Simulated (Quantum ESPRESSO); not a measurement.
# CoO: magnetism against volume

How does volume change the magnetic state of CoO?

Method: PBE with U = 3.5 eV on Co d (ortho-atomic projectors); plane waves with GBRV 1.5 PBE potentials, no spin-orbit coupling, in Quantum ESPRESSO 7.5.

### 1. Starting point

The structure is cubic, space group Fm-3m (No. 225). Conventional cell: a = 4.261 Å, b = 4.261 Å, c = 4.261 Å, α = 90.00°, β = 90.00°, γ = 90.00°. Nearest to Co lie 6 O at 2.13 Å. O has 6 Co at 2.13 Å nearest. Farther neighbours and most contacts between anions are not listed.

The lattice constants were typed from memory of published values and not checked against a source.

### 2. Volume 0.88, ferro +

All lengths scale alike; the factor is that of the volume. Atoms keep their fractional places. Seeded atoms are those given a starting moment.

The input, pw.in:

```
&CONTROL
  calculation = 'scf'
  prefix = 'pwscf'
  outdir = './tmp'
  pseudo_dir = './pseudo'
  disk_io = 'nowf'
  tprnfor = .true.
  tstress = .true.
/
&SYSTEM
  ibrav = 0
  celldm(1) = 8
  nat = 2
  ntyp = 2
  ecutwfc = 40
  ecutrho = 280
  nbnd = 20
  occupations = 'smearing'
  smearing = 'fd'
  degauss = 0.00367493
  nspin = 2
  starting_magnetization(1) = 0.1765
  starting_magnetization(2) = 0
/
&ELECTRONS
  conv_thr = 4d-09
  electron_maxstep = 150
  mixing_beta = 0.3
/
ATOMIC_SPECIES
Co     58.9332 co_pbe_v1.2.uspp.F.UPF
O      15.9990 o_pbe_v1.2.uspp.F.UPF
CELL_PARAMETERS alat
   0.0000000000000    0.4822637764403    0.4822637764403
   0.4822637764403    0.0000000000000    0.4822637764403
   0.4822637764403    0.4822637764403    0.0000000000000
ATOMIC_POSITIONS crystal
Co      0.0000000000    0.0000000000    0.0000000000
O       0.5000000000    0.5000000000    0.5000000000
K_POINTS automatic
10 10 10 0 0 0
HUBBARD {ortho-atomic}
U Co-3d 3.5000
```

The run is started by

```bash
> OMP_NUM_THREADS=1 mpirun -n 4 pw.x -nk 4 -in pw.in > pw.out
```

Output:

```text
Program PWSCF v.7.5 starts

     Message from routine setup:
     using ibrav=0 with symmetry is DISCOURAGED, use correct ibrav instead

     K-points division:     npool     =       4
     Subspace diagonalization in iterative solution of the eigenvalue problem:

     bravais-lattice index     =            0
     lattice parameter (alat)  =       8.0000  a.u.
     unit-cell volume          =     114.8561 (a.u.)^3
     number of atoms/cell      =            2
     number of atomic types    =            2
     number of electrons       =        23.00
     number of Kohn-Sham states=           20
     kinetic-energy cutoff     =      40.0000  Ry
     charge density cutoff     =     280.0000  Ry
     scf convergence threshold =      4.0E-09
     mixing beta               =       0.3000
     number of iterations used =            8  plain     mixing
     Exchange-correlation= SLA  PW   PBE  PBE
                           (   1   4   3   4   0   0   0)
     Hubbard projectors: ortho-atomic
     Hubbard parameters of DFT+U (Dudarev formulation) in eV:
     U(Co-3d) =  3.5000

     Internal variables: lda_plus_u =T, lda_plus_u_kind = 0

     Internal variables: orbital_resolved =F, hub_pot_fix =F, apply_U = F

     celldm(1)=   8.000000  celldm(2)=   0.000000  celldm(3)=   0.000000
     celldm(4)=   0.000000  celldm(5)=   0.000000  celldm(6)=   0.000000

     crystal axes: (cart. coord. in units of alat)
               a(1) = (   0.000000   0.482264   0.482264 )
               a(2) = (   0.482264   0.000000   0.482264 )
               a(3) = (   0.482264   0.482264   0.000000 )

     reciprocal axes: (cart. coord. in units 2 pi/alat)
               b(1) = ( -1.036777  1.036777  1.036777 )
               b(2) = (  1.036777 -1.036777  1.036777 )
               b(3) = (  1.036777  1.036777 -1.036777 )

     PseudoPot. # 1 for Co read from file:
     co_pbe_v1.2.uspp.F.UPF
     Pseudo is Ultrasoft + core correction, Zval = 17.0

     PseudoPot. # 2 for O  read from file:
     o_pbe_v1.2.uspp.F.UPF
     Pseudo is Ultrasoft + core correction, Zval =  6.0

     atomic species   valence    mass     pseudopotential
     Co               17.00    58.93320     Co( 1.00)
     O                 6.00    15.99900     O ( 1.00)

     Starting magnetic structure
     atomic species   magnetization
     Co              0.176
     O               0.000

     48 Sym. Ops., with inversion, found

   Cartesian axes

     site n.     atom                  positions (alat units)
         1        Co     tau(   1) = (   0.0000000   0.0000000   0.0000000  )
         2        O      tau(   2) = (   0.4822638   0.4822638   0.4822638  )

     number of k points=    47  Fermi-Dirac smearing, width (Ry)=  0.0037
                       cart. coord. in units 2pi/alat
        k(    1) = (   0.0000000   0.0000000   0.0000000), wk =   0.0010000
        k(    2) = (   0.1036777   0.1036777  -0.1036777), wk =   0.0080000
        k(    3) = (   0.2073554   0.2073554  -0.2073554), wk =   0.0080000
        k(    4) = (   0.3110331   0.3110331  -0.3110331), wk =   0.0080000
        k(    5) = (   0.4147108   0.4147108  -0.4147108), wk =   0.0080000
        [... 42 further k-points ...]

     Dense  grid:     9185 G-vectors     FFT dimensions: (  30,  30,  30)

     Smooth grid:     3839 G-vectors     FFT dimensions: (  24,  24,  24)

     Check: negative core charge=   -0.000041
     Generating pointlists ...
     new r_m :   0.1989 (alat units)  1.5915 (a.u.) for type    1
     new r_m :   0.1989 (alat units)  1.5915 (a.u.) for type    2

     Initial potential from superposition of free atoms

     starting charge      22.0000, renormalised to      23.0000

     STARTING HUBBARD OCCUPATIONS:

     =================== HUBBARD OCCUPATIONS ===================
     ------------------------ ATOM    1 ------------------------
     Tr[ns(  1)] (up, down, total) =   5.00000  2.00000  7.00000
     Atomic magnetic moment for atom   1 =   3.00000
     [... lines left out ...]
     Number of occupied Hubbard levels =    7.0000

     Atomic wfc used for Hubbard projectors are orthogonalized

     Starting wfcs are   17 randomized atomic wfcs +    3 random wfcs

     Self-consistent Calculation

     iteration #  1     ecut=    40.00 Ry     beta= 0.30
     Davidson diagonalization with overlap
     ethr =  1.00E-02,  avg # of iterations =  4.8

     =================== HUBBARD OCCUPATIONS ===================
     ------------------------ ATOM    1 ------------------------
     Tr[ns(  1)] (up, down, total) =   4.66365  1.12808  5.79173
     Atomic magnetic moment for atom   1 =   3.53557
     [... lines left out ...]
     Number of occupied Hubbard levels =    5.7917

     total energy              =    -329.03230842 Ry
     estimated scf accuracy    <       5.30952503 Ry

     total magnetization       =     3.52 Bohr mag/cell
     absolute magnetization    =     3.60 Bohr mag/cell

     iteration #  2     ecut=    40.00 Ry     beta= 0.30
     Davidson diagonalization with overlap
     ethr =  1.00E-02,  avg # of iterations =  2.0

     total energy              =    -330.12038945 Ry
     estimated scf accuracy    <       2.58209162 Ry

     total magnetization       =     1.59 Bohr mag/cell
     absolute magnetization    =     1.59 Bohr mag/cell

     [... further iterations left out ...]

     iteration # 15     ecut=    40.00 Ry     beta= 0.30
     Davidson diagonalization with overlap
     ethr =  1.31E-09,  avg # of iterations =  1.9

     total energy              =    -330.57741336 Ry
     estimated scf accuracy    <       0.00000012 Ry

     total magnetization       =     2.75 Bohr mag/cell
     absolute magnetization    =     2.78 Bohr mag/cell

     iteration # 16     ecut=    40.00 Ry     beta= 0.30
     Davidson diagonalization with overlap
     ethr =  5.41E-10,  avg # of iterations =  1.8

     Magnetic moment per site  (integrated on atomic sphere of radius R)
     atom   1 (R=0.199)  charge= 14.4765  magn=  2.4287
     atom   2 (R=0.199)  charge=  5.6775  magn=  0.2086

     End of self-consistent calculation

     =================== HUBBARD OCCUPATIONS ===================
     ------------------------ ATOM    1 ------------------------
     Tr[ns(  1)] (up, down, total) =   4.92118  2.42429  7.34547
     Atomic magnetic moment for atom   1 =   2.49689
     [... lines left out ...]
     Number of occupied Hubbard levels =    7.3455

     [... lines left out ...]
     the Fermi energy is    15.8620 ev

!    total energy              =    -330.57741338 Ry
     estimated scf accuracy    <          5.2E-10 Ry
     smearing contrib. (-TS)   =      -0.00250496 Ry
     internal energy E=F+TS    =    -330.57490842 Ry

     The total energy is F=E-TS. E is the sum of the following terms:
     one-electron contribution =    -168.16758236 Ry
     hartree contribution      =      99.59571868 Ry
     xc contribution           =     -40.20188336 Ry
     ewald contribution        =    -221.92026520 Ry
     Hubbard energy            =       0.11910382 Ry

     total magnetization       =     2.75 Bohr mag/cell
     absolute magnetization    =     2.78 Bohr mag/cell

     convergence has been achieved in  16 iterations

     Forces acting on atoms (cartesian axes, Ry/au):

     atom    1 type  1   force =     0.00000000    0.00000000   -0.00000000
     atom    2 type  2   force =    -0.00000000   -0.00000000    0.00000000

     Total force =     0.000000     Total SCF correction =     0.000000

     Computing stress (Cartesian axis) and pressure

          total   stress  (Ry/bohr**3)                   (kbar)     P=      325.56
   0.00221311  -0.00000000   0.00000000          325.56       -0.00        0.00
   0.00000000   0.00221311   0.00000000            0.00      325.56        0.00
   0.00000000   0.00000000   0.00221311            0.00        0.00      325.56

=------------------------------------------------------------------------------=
   JOB DONE.
=------------------------------------------------------------------------------=
```

The job ended after 6.6 s (4 MPI ranks of Intel Xeon Platinum 8559C (Emerald Rapids), shared host; peak memory 0.29 GiB; 25 s of CPU time).

Spin moment in the atom's sphere by atom:

| atom | spin moment in the atom's sphere (μB) |
| --- | --- |
| Co1 | 2.43 |
| O2 | 0.21 |

Numbers from this step:

| Property | Result |
| --- | --- |
| smearing term TS | 0.03408 eV |
| pressure | 32.56 GPa |
| magnetization | 2.753 μB |
| absolute magnetization | 2.778 μB |
| final state | ferromagnetic |

### 3. Volume 0.88, antiferro q=(0,0,1/2) +-

The wavevector q is in fractions of the reciprocal vectors of the crystal's primitive cell, as the cells of these inputs are built from it; moments change sign between cells as cos(2π q·R).

The input, pw.in:

```
&CONTROL
  calculation = 'scf'
  prefix = 'pwscf'
  outdir = './tmp'
  pseudo_dir = './pseudo'
  disk_io = 'nowf'
  tprnfor = .true.
  tstress = .true.
/
&SYSTEM
  ibrav = 0
  celldm(1) = 8
  nat = 4
  ntyp = 3
  ecutwfc = 40
  ecutrho = 280
  nbnd = 32
  occupations = 'smearing'
  smearing = 'fd'
  degauss = 0.00367493
  nspin = 2
  starting_magnetization(1) = 0.1765
  starting_magnetization(2) = -0.1765
  starting_magnetization(3) = 0
/
&ELECTRONS
  conv_thr = 8d-09
  electron_maxstep = 150
  mixing_beta = 0.3
/
ATOMIC_SPECIES
Co1    58.9332 co_pbe_v1.2.uspp.F.UPF
Co2    58.9332 co_pbe_v1.2.uspp.F.UPF
O      15.9990 o_pbe_v1.2.uspp.F.UPF
CELL_PARAMETERS alat
   0.0000000000000    0.4822637764403    0.4822637764403
   0.4822637764403    0.0000000000000    0.4822637764403
   0.9645275528831    0.9645275528831    0.0000000000000
ATOMIC_POSITIONS crystal
Co1     0.0000000000    0.0000000000    0.0000000000
Co2     0.0000000000    0.0000000000    0.5000000000
O       0.5000000000    0.5000000000    0.2500000000
O       0.5000000000    0.5000000000    0.7500000000
K_POINTS automatic
10 10 5 0 0 0
HUBBARD {ortho-atomic}
U Co1-3d 3.5000
U Co2-3d 3.5000
```

Output:

```text
     [... lines left out ...]
Program PWSCF v.7.5 starts
     [... lines left out ...]
     number of atoms/cell      =            4
     [... lines left out ...]
     number of electrons       =        46.00
     number of Kohn-Sham states=           32
     kinetic-energy cutoff     =      40.0000  Ry
     charge density cutoff     =     280.0000  Ry
     scf convergence threshold =      8.0E-09
     [... lines left out ...]
     12 Sym. Ops., with inversion, found
     [... lines left out ...]
     number of k points=    58  Fermi-Dirac smearing, width (Ry)=  0.0037
     [... lines left out ...]
     iteration # 24     ecut=    40.00 Ry     beta= 0.30
     [... lines left out ...]
     Magnetic moment per site  (integrated on atomic sphere of radius R)
     atom   1 (R=0.199)  charge= 14.4719  magn=  2.4885
     atom   2 (R=0.199)  charge= 14.4720  magn= -2.4884
     atom   3 (R=0.199)  charge=  5.6814  magn=  0.0000
     atom   4 (R=0.199)  charge=  5.6814  magn=  0.0000
     [... lines left out ...]
     Tr[ns(  1)] (up, down, total) =   4.95035  2.38640  7.33675
     [... lines left out ...]
     Tr[ns(  2)] (up, down, total) =   2.38644  4.95035  7.33679
     [... lines left out ...]
     the Fermi energy is    15.8810 ev
!    total energy              =    -661.16489506 Ry
     estimated scf accuracy    <          2.6E-09 Ry
     smearing contrib. (-TS)   =      -0.00388204 Ry
     [... lines left out ...]
     total magnetization       =     0.00 Bohr mag/cell
     absolute magnetization    =     5.35 Bohr mag/cell
     convergence has been achieved in  24 iterations
     [... lines left out ...]
     Total force =     0.000007     Total SCF correction =     0.000026
     [... lines left out ...]
          total   stress  (Ry/bohr**3)                   (kbar)     P=      314.50
     [... lines left out ...]
```

Elapsed: 28 s, on 4 MPI ranks; peak memory 0.41 GiB; 1.9 min of CPU time.

Spin moment in the atom's sphere by atom:

| atom | spin moment in the atom's sphere (μB) |
| --- | --- |
| Co1 | 2.49 |
| Co2 | -2.49 |
| O3 | 0.00 |
| O4 | 0.00 |

Read from the output:

- smearing term TS: 0.05282 eV
- pressure: 31.45 GPa
- magnetization: 0 μB
- absolute magnetization: 5.351 μB
- final state: antiferromagnetic

(Continued in part 2 of 2.)

[Logs and program files are shortened in this print: banners, set-up blocks, solver, clock and traceback lines can be left out without a mark of their own.]

[Logs are printed without paths, hosts, clocks, repeated set-up lines and the standing remarks that a program may print on its own settings, such as how far it seeks lower states.]

[Hosts, paths, dates, database ids (printed as entryN), source tags and the programs' standing remarks are cut or masked in the printed files.]

[Where a cell is said to come from a database of computed structures, the database is the Materials Project.]
